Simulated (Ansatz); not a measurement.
**(CaS)1(AgCl)2 [001] superlattice, started as rocksalt type: phonons and vibrational spectra**

Task: relax (CaS)1(AgCl)2 [001] superlattice, started as rocksalt type, then find its harmonic phonons.

Program: Ansatz 0.2.0. Level of theory: DFT LDA, scalar-relativistic, plane waves, PAW. Results are calculated unless marked as measured.

The structure was built from a prototype and need not be the compound's stable phase.

## (1) Starting point

The structure is tetragonal, space group I4/mmm (No. 139). Conventional cell: a = 3.957 Å, b = 3.957 Å, c = 16.790 Å, α = 90.00°, β = 90.00°, γ = 90.00°. Ag has 5 Cl at 2.80 Å and 1 S at 2.80 Å nearest. Nearest to Ca lie 4 S at 2.80 Å and 2 Cl at 2.80 Å. Nearest to Cl lie 5 Ag at 2.80 Å and 1 Ca at 2.80 Å. Nearest to S lie 4 Ca at 2.80 Å and 2 Ag at 2.80 Å. Farther neighbours and most contacts between anions are not listed.

Structure file:

```cif
data_structure
_symmetry_space_group_name_H-M 'I4/mmm'
_symmetry_Int_Tables_number 139
_cell_length_a 3.9574
_cell_length_b 3.9574
_cell_length_c 16.7900
_cell_angle_alpha 90.000
_cell_angle_beta 90.000
_cell_angle_gamma 90.000
_cell_volume 262.95
loop_
_atom_site_label
_atom_site_type_symbol
_atom_site_symmetry_multiplicity
_atom_site_Wyckoff_symbol
_atom_site_fract_x
_atom_site_fract_y
_atom_site_fract_z
_atom_site_occupancy
Ag1 Ag 4 e 0.50000 0.50000 0.16667 1
Ca1 Ca 2 a 0.00000 0.00000 0.00000 1
Cl1 Cl 4 e 0.00000 0.00000 0.16667 1
S1 S 2 b 0.50000 0.50000 0.00000 1
```

## (2) Bringing the structure to rest

The cell and atoms are relaxed, since residual forces and stress would shift the frequencies.

Contents of input.yaml:

```yaml
crystal:
  lattice:
    - [2.79833, 2.79833, 0.0]
    - [-2.79833, 2.79833, 0.0]
    - [2.79833, 0.0, 8.395]
  atoms:
    - { symbol: Ag, position: [0.333333, 0.666667, 0.333333] }
    - { symbol: Ag, position: [0.666667, 0.333333, 0.666667] }
    - { symbol: Ca, position: [0.0, 0.0, 0.0] }
    - { symbol: Cl, position: [0.833333, 0.166667, 0.333333] }
    - { symbol: Cl, position: [0.166667, 0.833333, 0.666667] }
    - { symbol: S, position: [0.5, 0.5, 0.0] }
kpoints:
  mp_grid: { grid: [6, 6, 6] }
hamiltonian:
  xc: lda
scf:
  occupations: { method: gaussian, width: 0.02 }
output:
  forces: true
  stress: true
  eigenvalues: true
relax:
  adjacent_minimum: "off"
  f_tol: 0.005
  max_steps: 80
  cell: { stress_tol: 0.05 }
```

Command:

```bash
ansatz run input.yaml --threads 4 --pin off --max-ram 14336MiB --backend cpu --events-out ev --progress --plain --runs-dir out
```

Numbers of over 12 decimals in the logs are rounded to 6 here.

The log of the run:

```text
Warning: the atoms were moved onto the symmetric positions of the space group found under crystal.symmetry.tolerance 1.0e-5 (fractional; no operation is sought that the atoms, as they stand in a round, miss by more than twice it, and no atom is moved by as much as it), and the run uses the moved positions. Before a round's move an operation carried an atom to 5.60e-6 Å from where it should land, the largest such dist [...]
Engine: ansatz 0.2.0, x86_64-unknown-linux-gnu
Pseudopotentials: kind: paw
Pseudopotential: Ag, paw, valence charge 19, recommended cutoff 420 eV (normal), Ag.paw.azcp
Pseudopotential: Ca, paw, valence charge 10, recommended cutoff 420 eV (normal), Ca.paw.azcp
Pseudopotential: Cl, paw, valence charge 7, recommended cutoff 420 eV (normal), Cl.paw.azcp
Pseudopotential: S, paw, valence charge 6, recommended cutoff 420 eV (normal), S.paw.azcp
Functional definition: SPW92
  exchange = slater_x
  correlation = pw_c
Crystal: 6 atoms, lattice volume = 131.477 Å³
Basis set: ecut = 420 eV, 2601 PW (Γ)
Bands: 41, of which v1, the nominal top of the filled ones, is band 34 counted from 1 (33 counted from 0)
Symmetry: 16 space group operations
Space group: I4/mmm (ITA 139), of the structure as read, at distance tolerance 5.1e-5 Å
k-points: 30 of 216
Non-local potential: Ag, projectors of the file, l = 0: 3, l = 1: 2, l = 2: 2, l = 3: 1
Non-local potential: Ca, projectors of the file, l = 0: 3, l = 1: 2, l = 2: 2
Non-local potential: Cl, projectors of the file, l = 0: 2, l = 1: 2, l = 2: 2
Non-local potential: S, projectors of the file, l = 0: 2, l = 1: 2, l = 2: 2
PAW form: soft (Blöchl's): semilocal exchange-correlation on the pseudo side does not see the compensation charge
PAW frozen core: Ag, regenerated for the run's functional, and the local potential with it (the file was generated under x = pbe(κ = 0.804, μ = 0.219515), c = pbe(β = 0.066725))
PAW frozen core: Ca, regenerated for the run's functional, and the local potential with it (the file was generated under x = pbe(κ = 0.804, μ = 0.219515), c = pbe(β = 0.066725))
PAW frozen core: Cl, regenerated for the run's functional, and the local potential with it (the file was generated under x = pbe(κ = 0.804, μ = 0.219515), c = pbe(β = 0.066725))
PAW frozen core: S, regenerated for the run's functional, and the local potential with it (the file was generated under x = pbe(κ = 0.804, μ = 0.219515), c = pbe(β = 0.066725))
PAW one-centre angular grid: Ag, 590 points (default); XC on 64 Gauss nodes
PAW one-centre angular grid: Ca, 110 points (default); XC on 64 Gauss nodes
PAW one-centre angular grid: Cl, 110 points (default); XC on 64 Gauss nodes
PAW one-centre angular grid: S, 110 points (default); XC on 64 Gauss nodes
Initial density: superposition of atomic densities (neutral atoms: chi_scale 0, normalization atom), corrected by the library's trained network
Initial wavefunctions: pseudopotential atomic-orbital guess
Functional: x = slater, c = lda
SCF iter   1: F=—  HF=-19652.496695 eV  |F-HF|=—  |Δ(HF+E_count)|=         —  Δρ=9.83e-3  dr2=1.22e-1  ethr=1.77e-3  ⟨swp⟩=8.8  Hψ=5575  notcnv=0  defer=1
preconditioner: auto → Resta (q_TF=auto, 2.444 Å⁻¹)  ε∞=5.6  [insulator: Δε(μ)=0.719 eV  Ē_g=10.687 eV  σ=0.020 eV  W_gap=1.00  n_scr=34 (ndim 8)  ℏωp=22.9 eV  f_vac=0.012  D(μ)=0.00/eV (n_scr^D=0)  ε∞_Penn≈5.6]
SCF iter   2: F=—  HF=-19652.464252 eV  |F-HF|=—  |Δ(HF+E_count)|=   3.24e-2  Δρ=3.95e-3  dr2=1.82e-2  ethr=1.80e-4  ⟨swp⟩=2.1  Hψ=2109  notcnv=0  defer=68
SCF iter   3: F=—  HF=-19652.459137 eV  |F-HF|=—  |Δ(HF+E_count)|=   5.11e-3  Δρ=1.49e-3  dr2=2.42e-3  ethr=2.68e-5  ⟨swp⟩=2.0  Hψ=1867  notcnv=0  defer=69
SCF iter   4: F=—  HF=-19652.458552 eV  |F-HF|=—  |Δ(HF+E_count)|=   5.85e-4  Δρ=3.09e-4  dr2=1.18e-4  ethr=3.56e-6  ⟨swp⟩=2.6  Hψ=1821  notcnv=0  defer=69
SCF iter   5: F=—  HF=-19652.458564 eV  |F-HF|=—  |Δ(HF+E_count)|=   1.14e-5  Δρ=7.81e-5  dr2=6.84e-6  ethr=1.73e-7  ⟨swp⟩=1.0  Hψ=1161  notcnv=0  defer=69
SCF iter   6: F=—  HF=-19652.458565 eV  |F-HF|=—  |Δ(HF+E_count)|=   1.65e-6  Δρ=1.30e-5  dr2=2.61e-7  ethr=1.01e-8  ⟨swp⟩=2.1  Hψ=1365  notcnv=0  defer=69
SCF iter   7: F=-19652.458565 eV  HF=-19652.458565 eV  |F-HF|=2.26e-10  |Δ(HF+E_count)|=   9.18e-8  Δρ=2.79e-6  dr2=1.26e-8  ethr=1.47e-10  ⟨swp⟩=8.9  Hψ=5000  notcnv=0
SCF 1 converged in 7 iterations: F = -19652.458565 eV  dr2 = 1.26e-8
  greatest PAW one-centre occupation: 1.002 electrons in one spin orbital (limit 2), on the Ag atom at site 1 (counted from 0), in its partial waves of l = 0
relax step   1: F+E_penalty+E_count = -19652.45856530 eV  Δ(F+E_penalty+E_count) = +0.000e0 eV  max|allowed force component| = 4.880e-1 eV/Å  Δτ_max = 0.0000 Å  P = -4.949 GPa  Ω = 131.477 Å³  (7 SCF iters, dr2 threshold 1.00e-7 eV, accepted)
Crystal: 6 atoms, lattice volume = 117.794 Å³
Basis set: ecut = 420 eV, 2311 PW (Γ)
Initial density: handed on by an earlier stage of this run
Initial wavefunctions: those handed on with the density
iter 1 solved again at ethr=1.50e-3 eV; its pass at ethr=3.10e-3 eV (dr2=1.02e0 eV) is discarded
SCF iter   1: F=—  HF=-19653.127589 eV  |F-HF|=—  |Δ(HF+E_count)|=         —  Δρ=1.36e-2  dr2=1.05e0  ethr=1.50e-3  ⟨swp⟩=1.1  Hψ=5866  notcnv=0
preconditioner: auto → Resta (q_TF=auto, 2.490 Å⁻¹)  ε∞=6.1  [insulator: Δε(μ)=1.034 eV  Ē_g=10.762 eV  σ=0.020 eV  W_gap=1.00  n_scr=34 (ndim 8)  ℏωp=24.2 eV  f_vac=0.001  D(μ)=0.00/eV (n_scr^D=0)  ε∞_Penn≈6.1]
SCF iter   2: F=—  HF=-19652.926634 eV  |F-HF|=—  |Δ(HF+E_count)|=   2.01e-1  Δρ=5.22e-3  dr2=2.15e-1  ethr=1.50e-3  ⟨swp⟩=2.8  Hψ=2049  notcnv=0  defer=3
SCF iter   3: F=—  HF=-19652.876673 eV  |F-HF|=—  |Δ(HF+E_count)|=   5.00e-2  Δρ=1.99e-3  dr2=1.26e-2  ethr=3.16e-4  ⟨swp⟩=2.9  Hψ=2164  notcnv=0  defer=63
SCF iter   4: F=—  HF=-19652.872808 eV  |F-HF|=—  |Δ(HF+E_count)|=   3.87e-3  Δρ=1.19e-3  dr2=2.56e-3  ethr=1.86e-5  ⟨swp⟩=2.2  Hψ=1864  notcnv=0  defer=66
SCF iter   5: F=—  HF=-19652.871899 eV  |F-HF|=—  |Δ(HF+E_count)|=   9.09e-4  Δρ=3.51e-4  dr2=1.76e-4  ethr=3.76e-6  ⟨swp⟩=2.0  Hψ=1920  notcnv=0  defer=67
SCF iter   6: F=—  HF=-19652.871875 eV  |F-HF|=—  |Δ(HF+E_count)|=   2.48e-5  Δρ=8.44e-5  dr2=1.37e-5  ethr=2.59e-7  ⟨swp⟩=2.2  Hψ=1795  notcnv=0  defer=67
SCF iter   7: F=—  HF=-19652.871872 eV  |F-HF|=—  |Δ(HF+E_count)|=   2.82e-6  Δρ=2.70e-5  dr2=9.96e-7  ethr=2.01e-8  ⟨swp⟩=2.0  Hψ=1841  notcnv=0  defer=67
SCF iter   8: F=-19652.871872 eV  HF=-19652.871872 eV  |F-HF|=8.39e-9  |Δ(HF+E_count)|=   2.17e-8  Δρ=5.71e-6  dr2=3.50e-8  ethr=8.82e-10  ⟨swp⟩=10.5  Hψ=5168  notcnv=0
[...]
Crystal: 6 atoms, lattice volume = 117.959 Å³
Basis set: ecut = 420 eV, 2295 PW (Γ)
iter 1 solved again at ethr=8.61e-5 eV; its pass at ethr=3.10e-3 eV (dr2=5.85e-2 eV) is discarded
SCF iter   1: F=—  HF=-19652.923884 eV  |F-HF|=—  |Δ(HF+E_count)|=         —  Δρ=5.01e-3  dr2=5.89e-2  ethr=8.61e-5  ⟨swp⟩=1.4  Hψ=5713  notcnv=0
preconditioner: auto → Resta (q_TF=auto, 2.489 Å⁻¹)  ε∞=5.8  [insulator: Δε(μ)=1.102 eV  Ē_g=11.080 eV  σ=0.020 eV  W_gap=1.00  n_scr=34 (ndim 8)  ℏωp=24.2 eV  f_vac=0.003  D(μ)=0.00/eV (n_scr^D=0)  ε∞_Penn≈5.8]
SCF iter   2: F=—  HF=-19652.909596 eV  |F-HF|=—  |Δ(HF+E_count)|=   1.43e-2  Δρ=1.99e-3  dr2=8.58e-3  ethr=8.61e-5  ⟨swp⟩=2.2  Hψ=1949  notcnv=0
SCF iter   3: F=—  HF=-19652.907147 eV  |F-HF|=—  |Δ(HF+E_count)|=   2.45e-3  Δρ=5.83e-4  dr2=4.36e-4  ethr=1.26e-5  ⟨swp⟩=2.0  Hψ=1983  notcnv=0
SCF iter   4: F=—  HF=-19652.907040 eV  |F-HF|=—  |Δ(HF+E_count)|=   1.08e-4  Δρ=2.49e-4  dr2=8.37e-5  ethr=6.41e-7  ⟨swp⟩=2.0  Hψ=1743  notcnv=0
SCF iter   5: F=—  HF=-19652.907014 eV  |F-HF|=—  |Δ(HF+E_count)|=   2.61e-5  Δρ=5.51e-5  dr2=5.52e-6  ethr=1.23e-7  ⟨swp⟩=2.6  Hψ=2121  notcnv=0
SCF iter   6: F=-19652.907013 eV  HF=-19652.907013 eV  |F-HF|=4.09e-8  |Δ(HF+E_count)|=   9.02e-7  Δρ=1.00e-5  dr2=1.43e-7  ethr=8.82e-10  ⟨swp⟩=6.2  Hψ=4944  notcnv=0
SCF 3 converged in 6 iterations: F = -19652.907013 eV  dr2 = 1.43e-7
relax step   3: F+E_penalty+E_count = -19652.90701270 eV  Δ(F+E_penalty+E_count) = -3.514e-2 eV  max|allowed force component| = 1.245e-1 eV/Å  Δτ_max = 0.0678 Å  P = +0.807 GPa  Ω = 117.959 Å³  energy of the carried Pulay correction = +9.777e-4 eV  (6 SCF iters, dr2 threshold 6.00e-7 eV, accepted)
[...]
relax step   4: F+E_penalty+E_count = -19652.91592908 eV  Δ(F+E_penalty+E_count) = -8.916e-3 eV  max|allowed force component| = 4.497e-2 eV/Å  Δτ_max = 0.0166 Å  P = -0.112 GPa  Ω = 119.572 Å³  energy of the carried Pulay correction = +8.554e-4 eV  (6 SCF iters, dr2 threshold 6.00e-7 eV, accepted)
[...]
relax step   5: F+E_penalty+E_count = -19652.91962802 eV  Δ(F+E_penalty+E_count) = -3.699e-3 eV  max|allowed force component| = 2.142e-2 eV/Å  Δτ_max = 0.0142 Å  P = -0.052 GPa  Ω = 119.721 Å³  energy of the carried Pulay correction = +8.443e-4 eV  (5 SCF iters, dr2 threshold 6.00e-7 eV, accepted)
[...]
relax step   6: F+E_penalty+E_count = -19652.91976288 eV  Δ(F+E_penalty+E_count) = -1.349e-4 eV  max|allowed force component| = 1.785e-2 eV/Å  Δτ_max = 0.0073 Å  P = +0.010 GPa  Ω = 119.656 Å³  energy of the carried Pulay correction = +8.492e-4 eV  (5 SCF iters, dr2 threshold 4.36e-8 eV, accepted)
[...]
relax step   7: F+E_penalty+E_count = -19652.91982142 eV  Δ(F+E_penalty+E_count) = -5.854e-5 eV  max|allowed force component| = 5.223e-4 eV/Å  Δτ_max = 0.0029 Å  P = -0.002 GPa  Ω = 119.675 Å³  energy of the carried Pulay correction = +8.477e-4 eV  (5 SCF iters, dr2 threshold 1.99e-8 eV, accepted)
Initial wavefunctions: pseudopotential atomic-orbital guess (no wavefunctions were taken with the density)
iter 1 solved again at ethr=4.17e-7 eV; its pass at ethr=3.10e-3 eV (dr2=2.83e-4 eV) is discarded
SCF iter   1: F=—  HF=-19652.918894 eV  |F-HF|=—  |Δ(HF+E_count)|=         —  Δρ=1.18e-4  dr2=2.07e-6  ethr=4.17e-7  ⟨swp⟩=3.0  Hψ=8797  notcnv=0
preconditioner: auto → Resta (q_TF=auto, 2.483 Å⁻¹)  ε∞=5.7  [insulator: Δε(μ)=1.134 eV  Ē_g=11.056 eV  σ=0.020 eV  W_gap=1.00  n_scr=34 (ndim 8)  ℏωp=24.0 eV  f_vac=0.003  D(μ)=0.00/eV (n_scr^D=0)  ε∞_Penn≈5.7]
SCF iter   2: F=—  HF=-19652.918888 eV  |F-HF|=—  |Δ(HF+E_count)|=   6.01e-6  Δρ=5.92e-5  dr2=6.96e-7  ethr=3.05e-9  ⟨swp⟩=2.0  Hψ=2248  notcnv=0
SCF iter   3: F=—  HF=-19652.918888 eV  |F-HF|=—  |Δ(HF+E_count)|=   2.06e-7  Δρ=1.82e-5  dr2=4.74e-8  ethr=1.02e-9  ⟨swp⟩=2.6  Hψ=2004  notcnv=0
SCF iter   4: F=—  HF=-19652.918889 eV  |F-HF|=—  |Δ(HF+E_count)|=   1.41e-8  Δρ=9.56e-7  dr2=6.59e-10  ethr=6.98e-11  ⟨swp⟩=2.0  Hψ=2017  notcnv=0
SCF iter   5: F=-19652.918889 eV  HF=-19652.918889 eV  |F-HF|=1.46e-11  |Δ(HF+E_count)|=  2.76e-10  Δρ=1.51e-7  dr2=2.53e-11  ethr=1.00e-12  ⟨swp⟩=4.6  Hψ=4529  notcnv=0
SCF 8 converged in 5 iterations: F = -19652.918889 eV  dr2 = 2.53e-11
relax step   8: F+E_penalty+E_count = -19652.91888851 eV  Δ(F+E_penalty+E_count) = +9.329e-4 eV  max|allowed force component| = 5.304e-4 eV/Å  Δτ_max = 0.0000 Å  P = -0.001 GPa  Ω = 119.675 Å³  stress off target by 2.22e-3 GPa  SCF on the basis re-selected at this cell (its energy is not comparable with the rows above)  (5 SCF iters)
basis re-selected at this cell: Δ(F+E_penalty+E_count) = +9.329e-4 eV, ΔP = +0.002 GPa vs the last step (what re-selecting the basis moved, of the pressure what is left beyond the Pulay correction that the steps carried, after the strain that the cell walked since its last selection, with what the two solves' SCF thresholds leave and, on support functions, any second-order correction that the steps lacked; it is no m [...]
SCF converged after 5 iterations
Free energy (F): -19652.918889 eV
Harris-Foulkes:  -19652.918889 eV  (|F-HF|=1.46e-11)
Internal energy: -19652.918889 eV  (E = F + TS)
E sigma→0 (E₀):  -19652.918889 eV
Fermi energy:    9.479050 eV
--- Per-component energies (eV) ---
  E_band       = -811.080666
  E_kinetic    = 1768.243051
  E_local      = -7424.034600  (includes V_loc(G=0)·N_el)
  E_nonlocal   = 335.953664
  E_hartree    = 3190.394507
  E_xc         = -810.744393
  E_vxc        = -969.975515  (∫ρ·V_xc dr)
  E_paw        = -10181.376347  (= ΣΔE_a)
  E_vpaw       = -902.056855  (= ΣTr[D̂ρ^β])
  E_aug_tail   = 0.000716  (compensation charges beyond the density's cutoff)
  E_ewald      = -6533.622448
  E_core_change = 2.266962  (= ΣΔE_core)
  E_smearing   = -0.000000  (= −TS)
  E_closure    = -0.000000  (closes the sum)
  Σ components = -19652.918889   (vs F -19652.918889, Δ=0.00e0)
--- Forces (eV/Å), atoms counted from 1 ---
  atom   1  Ag     0.00000000     0.00000000    -0.00021161
  atom   2  Ag    -0.00000000     0.00000000     0.00021161
  atom   3  Ca    -0.00000000     0.00000000     0.00000000
  atom   4  Cl    -0.00000000     0.00000000    -0.00053037
  atom   5  Cl     0.00000000     0.00000000     0.00053037
  atom   6  S      0.00000000    -0.00000000     0.00000000
  max |Σ_I F_I| component: 3.47e-18 eV/Å
--- Stress (GPa, compression-positive) ---
        0.000099      -0.000000      -0.000000
       -0.000000       0.000099       0.000000
       -0.000000       0.000000      -0.002224
  P = ⅓ Tr σ = -0.0007 GPa (-0.007 kbar)
--- Band table (eV; the first three rows and the last of 30) ---
  k-point 0: bands = [... 30 lower, 6.5746, 7.3865, 8.0801, 8.0801, 10.0456, 10.9433, 12.5308, 13.1331, ... 3 higher]
  k-point 1: bands = [... 30 lower, 6.5251, 7.3984, 8.1082, 8.1082, 10.3835, 10.9433, 12.3221, 13.1331, ... 3 higher]
  k-point 2: bands = [... 30 lower, 6.4132, 7.4149, 8.1636, 8.1636, 10.9434, 10.9743, 12.2082, 13.1332, ... 3 higher]
  k-point 29: bands = [... 30 lower, 6.6970, 7.3531, 7.4308, 7.5896, 11.4634, 12.2291, 12.2839, 12.8212, ... 3 higher]
--- Relaxed structure (7 steps of the walk, 7 accepted, 1 SCFs on fresh bases) ---
  F+E_penalty+E_count = -19652.91888851 eV   max|allowed force component| = 5.304e-4 eV/Å   (the final SCF, on the basis selected at the relaxed cell)
  cell:  # Å, volume = 119.6754 Å³
    - [2.769014, 2.769014, 0.0]
    - [-2.769014, 2.769014, 0.0]
    - [2.769014, 0, 7.804131]
  atoms:
    - { symbol: Ag, position: [0.343665, 0.656335, 0.312669] }
    - { symbol: Ag, position: [0.656335, 0.343665, 0.687331] }
    - { symbol: Ca, position: [2.1524760224052145e-19, -2.1524760224052099e-19, -4.304952044810421e-19] }
    - { symbol: Cl, position: [0.823052, 0.176948, 0.353897] }
    - { symbol: Cl, position: [0.176948, 0.823052, 0.646103] }
    - { symbol: S, position: [0.500000, 0.500000, -4.304952044810421e-19] }
```

Run time: 15 s. Hardware: 4 threads of Intel Xeon Platinum 8375C at 2.90GHz (Ice Lake), shared host; peak memory 0.59 GiB; 56 s of CPU time.

Step by step:

```
step  energy less that of the first step (eV)  largest force component (eV/Å)  pressure (GPa)  volume (Å³)
   1                                   0.0000                          0.4880           -4.95       131.48
   2                                  -0.4133                          0.2330            0.76       117.79
   3                                  -0.4484                          0.1245            0.81       117.96
   4                                  -0.4574                          0.0450           -0.11       119.57
   5                                  -0.4611                          0.0214           -0.05       119.72
   6                                  -0.4612                          0.0178            0.01       119.66
   7                                  -0.4613                          0.0005            0.00       119.68
  8*                                  -0.4603                          0.0005            0.00       119.68
```

Relaxation steps marked * repeat the geometry before them on a plane-wave basis chosen anew for their cell, so energy and pressure can jump there.

Forces are held to the 16 operations that the run works with; a distortion that breaks them can't arise in this run.

| conventional cell, symmetrised | before | after | change |
| --- | --- | --- | --- |
| a (Å) | 3.957 | 3.916 | -1.0 % |
| b (Å) | 3.957 | 3.916 | -1.0 % |
| c (Å) | 16.790 | 15.608 | -7.0 % |
| volume (Å³/atom) | 21.91 | 19.95 | -9.0 % |

The atoms that moved most (Å, as changes of fractional coordinates times the final cell):

| atom | dx | dy | dz | length |
| --- | --- | --- | --- | --- |
| Ag1 | 0.000 | 0.000 | -0.161 | 0.161 |
| Ag2 | 0.000 | 0.000 | 0.161 | 0.161 |
| Cl5 | 0.000 | 0.000 | -0.160 | 0.160 |
| Cl4 | 0.000 | 0.000 | 0.160 | 0.160 |

The relaxed structure:

```xyz
6
Lattice="2.7690 2.7690 0.0000 -2.7690 2.7690 0.0000 2.7690 0.0000 7.8041" Properties=species:S:1:pos:R:3 pbc="T T T"
Ag    0.0000    2.7690    2.4401
Ag    2.7690    2.7690    5.3640
Ca    0.0000    0.0000    0.0000
Cl    2.7690    2.7690    2.7619
Cl    0.0000    2.7690    5.0423
S     0.0000    2.7690    0.0000
```

Numbers from this step:

```yaml
pressure: -6.75e-4 GPa
gap_on_the_k_mesh: 1.134 eV
volume_per_atom: 19.95 Å³
direct_gap_on_mesh: 1.966 eV
```

In this step the volume went from 21.91 to 19.95 Å³/atom.

## (3) Relaxation

The relaxation is repeated from its end on the same settings, as a check that it has come to rest.

input.yaml, the sections that differ from step 2:

```yaml
crystal:
  lattice:
    - [2.7690140707, 2.7690140707, 0.0]
    - [-2.7690140707, 2.7690140707, 0.0]
    - [2.7690140707, 0.0, 7.804130586]
  atoms:
    - { symbol: Ag, position: [0.3436653292, 0.6563346708, 0.3126693417] }
    - { symbol: Ag, position: [0.6563346708, 0.3436653292, 0.6873306583] }
    - { symbol: Ca, position: [0.0, 0.0, 0.0] }
    - { symbol: Cl, position: [0.82305158, 0.17694842, 0.3538968401] }
    - { symbol: Cl, position: [0.17694842, 0.82305158, 0.6461031599] }
    - { symbol: S, position: [0.5, 0.5, 0.0] }
output:
  forces: true
  stress: true
  eigenvalues: true
  write_density: true
  write_potential: true
  elf: true
  volumetric_format: npy
# kpoints, hamiltonian, scf, relax: as in step 2
```

The log of the run:

```text
[...]
Crystal: 6 atoms, lattice volume = 119.675 Å³
Basis set: ecut = 420 eV, 2351 PW (Γ)
Bands: 41, of which v1, the nominal top of the filled ones, is band 34 counted from 1 (33 counted from 0)
Symmetry: 16 space group operations
[...]
k-points: 30 of 216
[...]
- [-2.7690140707, 2.7690140707, 0.0]
    - [2.7690140707, 0.0, 7.804130586]
  atoms:
    - { symbol: Ag, position: [0.34366532915, 0.65633467085, 0.312669] }
    - { symbol: Ag, position: [0.65633467085, 0.34366532915, 0.6873306583] }
    - { symbol: Ca, position: [0.0, 0.0, 0.0] }
    - { symbol: Cl, position: [0.82305157995, 0.17694842005, 0.3538968401] }
    - { symbol: Cl, position: [0.176948, 0.82305157995, 0.6461031599] }
    - { symbol: S, position: [0.5, 0.5, 0.0] }
[key lines of the parts left out:]
SCF converged after 4 iterations
Free energy (F): -19652.918889 eV
Fermi energy:    9.479049 eV
P = ⅓ Tr σ = -0.0007 GPa (-0.007 kbar)
```

It took 3.6 s on 4 threads; peak memory 0.57 GiB.

Little changed from the start: no atom moved by 0.005 Å and no cell edge by 0.1 %.

This step gave:

```yaml
pressure: -6.68e-4 GPa
```

In this step the volume went from 19.95 to 19.95 Å³/atom.

[end of part 1 of 3]

[Logs are printed without paths, hosts, clocks, repeated set-up lines and the standing remarks that a program may print on its own settings, such as how far it seeks lower states.]

[Hosts, paths, dates, database ids (printed as entryN), source tags and the programs' standing remarks are cut or masked in the printed files.]
